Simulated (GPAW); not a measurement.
# Work function of fcc Ca face by face (PBEsol, GPAW)

Does the work function of Ca follow how densely a face is packed?

All values are computed: GPAW 26.7.0, PBEsol, plane waves, scalar-relativistic unless marked; slabs or sheets with vacuum, the vacuum level from the planar mean of the electrostatic potential.

```
 face  atoms in the slab  top-layer atoms per Å²  work function (eV)
(110)                  8                   0.045                2.85
(100)                  6                   0.064                2.79
```

The densest face listed is -0.06 eV against the most open one. The difference is within the scatter of thin slabs and meshes, so no order can be read.

The slabs are 1×1 cuts on the parent's lattice, 13.2 to 13.3 Å between the outer relaxed layers. Two faces can't establish a trend.

[Logs are printed without paths, hosts, clocks, repeated set-up lines and the standing remarks that a program may print on its own settings, such as how far it seeks lower states.]
